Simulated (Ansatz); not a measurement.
# Black phosphorene bilayer (AB) in a perpendicular field, part 3 of 3

Aim: how the black phosphorene bilayer (AB) screens a field along its normal, and what the field does to its bands. A positive field points along +c.

Ansatz 0.2.0; plane-wave DFT, PBE-D3(BJ), Ansatz PAW.

So far, gap along the path (eV): step 3 (atoms held, field 0, start network) 0.0918; step 6 (field 0.1 V/Å) 0.0901; step 7 (field -0.1 V/Å) 0.0901; step 8 (field 0.2 V/Å) 0.0849; step 9 (field -0.2 V/Å) 0.0849.

## (10) Atoms held, field 0.3 V/Å

input.yaml reads:

```yaml
crystal:
  lattice:
    - [4.3201098884, 0.0, 0.0]
    - [0.0, 3.306179482, 0.0]
    - [0.0, 0.0, 25.2381334231]
  atoms:
    - { symbol: P, position: [0.0794161453, 0.0, 0.356603234] }
    - { symbol: P, position: [0.4226891252, 0.5, 0.3566243043] }
    - { symbol: P, position: [0.9233987512, 0.0, 0.4415761666] }
    - { symbol: P, position: [0.5786527791, 0.5, 0.4416011912] }
    - { symbol: P, position: [0.0766012488, 0.5, 0.5584238334] }
    - { symbol: P, position: [0.4213472209, 0.0, 0.5583988088] }
    - { symbol: P, position: [0.9205838547, 0.5, 0.643396766] }
    - { symbol: P, position: [0.5773108748, 0.0, 0.6433756957] }
kpoints:
  mp_grid: { grid: [10, 14, 1] }
  band_path:
    path:
      - [0, 0, 0]
      - [0.5, 0, 0]
      - [0.5, 0.5, 0]
      - [0, 0, 0]
      - [0, 0.5, 0]
      - [0.5, 0.5, 0]
    npoints: 16
hamiltonian:
  xc: pbe
  dispersion: d3bj
scf:
  occupations: { method: fermi_dirac, width: 0.02585 }
  convergence: { dr2_threshold: 1.0e-10 }
efield:
  axis: 3
  dipole_correction: true
  ramp_position: 0.9484
  ramp_width: 0.1032
  amplitude: 0.3
output:
  write_potential: true
  write_density: true
  volumetric_format: npy
```

On the command line:

```bash
ansatz run input.yaml --threads 2 --pin off --max-ram 4096MiB --backend cpu --events-out ev --progress --plain --runs-dir out
```

Log:

```text
[...]
Crystal: 8 atoms, lattice volume = 360.478 Å³
Basis set: ecut = 420 eV, 7053 PW (Γ)
Bands: 28, of which v1, the nominal top of the filled ones, is band 20 counted from 1 (19 counted from 0)
Symmetry: 2 space group operations
k-points: 48 of 140 (time reversal used)
[...]
k-point 0: bands = [... 16 lower, -1.6120, -1.5579, -0.3159, 0.6840, 0.7604, 1.4388, 1.4716, 1.7752, ... 4 higher]
  k-point 1: bands = [... 16 lower, -1.9278, -1.5730, -0.2729, 0.6343, 0.8155, 1.5193, 1.9548, 2.2654, ... 4 higher]
  k-point 2: bands = [... 16 lower, -1.9823, -1.4679, -0.2690, 0.4137, 0.9764, 1.6325, 2.4726, 2.7178, ... 4 higher]
  k-point 47: bands = [... 16 lower, -1.4486, -1.4478, -1.3137, -1.3126, 2.5325, 2.5366, 2.6701, 2.6742, ... 4 higher]
[key lines of the parts left out:]
SCF converged after 14 iterations
Free energy (F): -6047.783530 eV
Fermi energy:    0.722191 eV
Dipole field:    D = 0.111104 V/Å  (p = 0.221333 e·Å, saw-weighted, corrected)
```

The job ended after 91 s (2 threads of Intel Xeon at 2.50GHz (Skylake/Cascade Lake), shared host; peak memory 0.86 GiB).

The dipole is 0.221 e·Å, and the gap 0.076 eV.

## (11) Atoms held, field -0.3 V/Å

Edit input.yaml of step 10 so:

```diff
@@ -36,3 +36,3 @@
   ramp_width: 0.1032
-  amplitude: 0.3
+  amplitude: -0.3
 output:
```

Log:

```text
[...]
Crystal: 8 atoms, lattice volume = 360.478 Å³
Basis set: ecut = 420 eV, 7053 PW (Γ)
Bands: 28, of which v1, the nominal top of the filled ones, is band 20 counted from 1 (19 counted from 0)
Symmetry: 2 space group operations
k-points: 48 of 140 (time reversal used)
[...]
k-point 0: bands = [... 16 lower, -1.6120, -1.5579, -0.3159, 0.6840, 0.7604, 1.4388, 1.4716, 1.7752, ... 4 higher]
  k-point 1: bands = [... 16 lower, -1.9278, -1.5730, -0.2729, 0.6343, 0.8155, 1.5193, 1.9548, 2.2654, ... 4 higher]
  k-point 2: bands = [... 16 lower, -1.9823, -1.4679, -0.2690, 0.4137, 0.9764, 1.6325, 2.4726, 2.7178, ... 4 higher]
  k-point 47: bands = [... 16 lower, -1.4486, -1.4478, -1.3137, -1.3126, 2.5325, 2.5365, 2.6701, 2.6742, ... 4 higher]
[key lines of the parts left out:]
SCF converged after 12 iterations
Free energy (F): -6047.783530 eV
Fermi energy:    0.722189 eV
Dipole field:    D = -0.111108 V/Å  (p = -0.221340 e·Å, saw-weighted, corrected)
```

Elapsed: 88 s, on 2 threads; peak memory 0.85 GiB.

The dipole is -0.221 e·Å, and the gap 0.076 eV.

## (12) Atoms held, field 0.4 V/Å

Edit input.yaml of step 11 so:

```diff
@@ -34,5 +34,5 @@
   dipole_correction: true
-  ramp_position: 0.9484
-  ramp_width: 0.1032
-  amplitude: -0.3
+  ramp_position: 0.9116
+  ramp_width: 0.1767
+  amplitude: 0.4
 output:
```

Log:

```text
[...]
Crystal: 8 atoms, lattice volume = 360.478 Å³
Basis set: ecut = 420 eV, 7053 PW (Γ)
Bands: 28, of which v1, the nominal top of the filled ones, is band 20 counted from 1 (19 counted from 0)
Symmetry: 2 space group operations
k-points: 48 of 140 (time reversal used)
[...]
k-point 0: bands = [... 16 lower, -1.6095, -1.5486, -0.3224, 0.6846, 0.7494, 1.4269, 1.4744, 1.7804, ... 4 higher]
  k-point 1: bands = [... 16 lower, -1.9144, -1.5705, -0.2796, 0.6352, 0.8044, 1.5221, 1.9422, 2.2713, ... 4 higher]
  k-point 2: bands = [... 16 lower, -1.9912, -1.4654, -0.2769, 0.4158, 0.9651, 1.6350, 2.4587, 2.7256, ... 4 higher]
  k-point 47: bands = [... 16 lower, -1.4735, -1.4727, -1.2948, -1.2937, 2.5067, 2.5108, 2.6891, 2.6931, ... 4 higher]
[key lines of the parts left out:]
SCF converged after 13 iterations
Free energy (F): -6047.809361 eV
Fermi energy:    0.716927 eV
Dipole field:    D = 0.148241 V/Å  (p = 0.295315 e·Å, saw-weighted, corrected)
```

Wall time 93 s (2 threads); peak memory 0.85 GiB.

The dipole is 0.295 e·Å, and the gap 0.065 eV.

## (13) Single point, field -0.4 V/Å

Edit input.yaml of step 12 so:

```diff
@@ -36,3 +36,3 @@
   ramp_width: 0.1767
-  amplitude: 0.4
+  amplitude: -0.4
 output:
```

Log:

```text
[...]
Crystal: 8 atoms, lattice volume = 360.478 Å³
Basis set: ecut = 420 eV, 7053 PW (Γ)
Bands: 28, of which v1, the nominal top of the filled ones, is band 20 counted from 1 (19 counted from 0)
Symmetry: 2 space group operations
k-points: 48 of 140 (time reversal used)
[...]
k-point 0: bands = [... 16 lower, -1.6101, -1.5492, -0.3230, 0.6839, 0.7487, 1.4263, 1.4737, 1.7798, ... 4 higher]
  k-point 1: bands = [... 16 lower, -1.9151, -1.5711, -0.2803, 0.6346, 0.8038, 1.5215, 1.9416, 2.2706, ... 4 higher]
  k-point 2: bands = [... 16 lower, -1.9919, -1.4660, -0.2776, 0.4152, 0.9645, 1.6344, 2.4581, 2.7249, ... 4 higher]
  k-point 47: bands = [... 16 lower, -1.4741, -1.4733, -1.2954, -1.2943, 2.5061, 2.5101, 2.6884, 2.6925, ... 4 higher]
[key lines of the parts left out:]
SCF converged after 13 iterations
Free energy (F): -6047.809361 eV
Fermi energy:    0.716291 eV
Dipole field:    D = -0.148241 V/Å  (p = -0.295316 e·Å, saw-weighted, corrected)
```

Wall time 94 s (2 threads); peak memory 0.85 GiB; 3.1 min of CPU time.

The dipole is -0.295 e·Å, and the gap 0.065 eV.

## (14) Response, atoms held

This step: plane-wave DFT, PBE-D3(BJ), Ansatz PAW; response to a field along the normal, atoms held (Ansatz 0.2.0).

The dipoles give the slope, and the difference of two potentials shows where the field is screened.

Numbers from this step:

```
equivalent conductor thickness p/(ε₀AE) : 9.340 Å
distance between the outer atoms        : 7.238 Å
```

The dipole of the cell by applied field:

```csv
applied field (V/Å),dipole of the cell (e·Å)
-0.400,-0.295
-0.300,-0.221
-0.200,-0.147
-0.100,-0.0737
-0.050,-0.0369
0.000,2.2e-6
0.050,0.0369
0.100,0.0737
0.200,0.147
0.300,0.221
0.400,0.295
```

Local field over the applied field, running mean. From the potentials at -0.05 and 0.05 V/Å; running mean over 2.8 Å. Table of local field over applied field by z:

```csv
z (Å),local field over applied field
4.5,0.998
5.0,0.993
5.5,0.981
6.0,0.947
6.5,0.871
7.0,0.734
7.5,0.566
8.0,0.407
8.5,0.255
9.0,0.127
9.5,0.0603
10.0,0.0454
10.5,0.0444
11.0,0.0622
11.5,0.101
12.0,0.122
12.5,0.116
13.0,0.120
13.5,0.115
14.0,0.0799
14.5,0.0493
15.0,0.0441
15.5,0.0495
16.0,0.0864
16.5,0.188
17.0,0.334
17.5,0.489
18.0,0.655
18.5,0.813
19.0,0.918
19.5,0.969
20.0,0.989
20.5,0.996
21.0,0.999
```

The induced electron density oscillates, so the rows of the table below give means over 1 Å (shorter at the two ends). Its distinct maxima (Å: e/Å³ per V/Å): 8.0: 0.00412, 9.5: 8.2e-4, 11.1: 8.2e-4, 13.2: 0.00179, 14.9: 7.2e-4, 16.3: 8.4e-4. Distinct minima: 9.0: -8.4e-4, 10.4: -7.2e-4, 12.1: -0.00179, 14.2: -8.2e-4, 15.7: -8.2e-4, 17.2: -0.00412.

Electrons, planar mean, per unit field. Table of induced electron density by z; means over each step:

z (Å), induced electron density (e/Å³ per V/Å) and a bar from the least value:
```
        5    0.00003 #############
        6    0.00024 ###############
        7    0.00157 #####################
        8    0.00338 ##############################
        9   -0.00005 #############
       10    0.00005 ##############
       11    0.00022 ##############
       12   -0.00128 #######
       13    0.00107 ###################
       14   -0.00012 #############
       15    0.00023 ##############
       16   -0.00001 #############
       17   -0.00269 
       18   -0.00222 ##
       19   -0.00039 ###########
       20   -0.00005 #############
       21   -0.00001 #############
```

The smaller of the gaps on the path and on the k-mesh, counted as 0 under 0.03 eV. The gap by applied field:

```csv
applied field (V/Å),gap (eV)
-0.400,0.0648
-0.300,0.0764
-0.200,0.0849
-0.100,0.0901
-0.050,0.0914
0.000,0.0918
0.050,0.0914
0.100,0.0901
0.200,0.0849
0.300,0.0764
0.400,0.0648
```

By hand: between -0.05 and 0.05 V/Å the dipole changes by 0.07372 e·Å, a slope of 0.7372 e·Å²/V. A perfect conductor of thickness t has p = ε₀AEt, so t = 180.95 × 0.7372 / 14.283 = 9.34 Å (e/ε₀ = 180.95 V·Å, A in Å²).

The induced dipole is that of a conductor 9.34 Å thick.

## (15) Summary of results

| Item | Value |
| --- | --- |
| gap without field | 0.0918 eV |
| ionisation energy, upper face | 4.40 eV |
| electron affinity, upper face | 4.31 eV |
| equivalent conductor thickness, atoms held | 9.34 Å |

In words: The induced dipole equals that of a perfect conductor 9.34 Å thick, while the outer atoms lie 7.24 Å apart; an out-of-plane ε follows only once a thickness t is chosen, by 1 − 1/ε = 9.34 Å / t. The gap goes from 0.09 eV to 0.06 eV at -0.4 V/Å. Semilocal functionals give gaps that are too small, and excitons are not included.

[Long decimals in the printed logs are rounded to 6 places.]

[Logs are printed without paths, hosts, clocks, repeated set-up lines and the standing remarks that a program may print on its own settings, such as how far it seeks lower states.]

[Hosts, paths, dates, database ids (printed as entryN), source tags and the programs' standing remarks are cut or masked in the printed files.]

[Maps of the electrostatic potential energy from Ansatz leave out the sawtooth potential of an applied field or a dipole correction, so their vacuum need not be flat; planar profiles and work functions include it.]
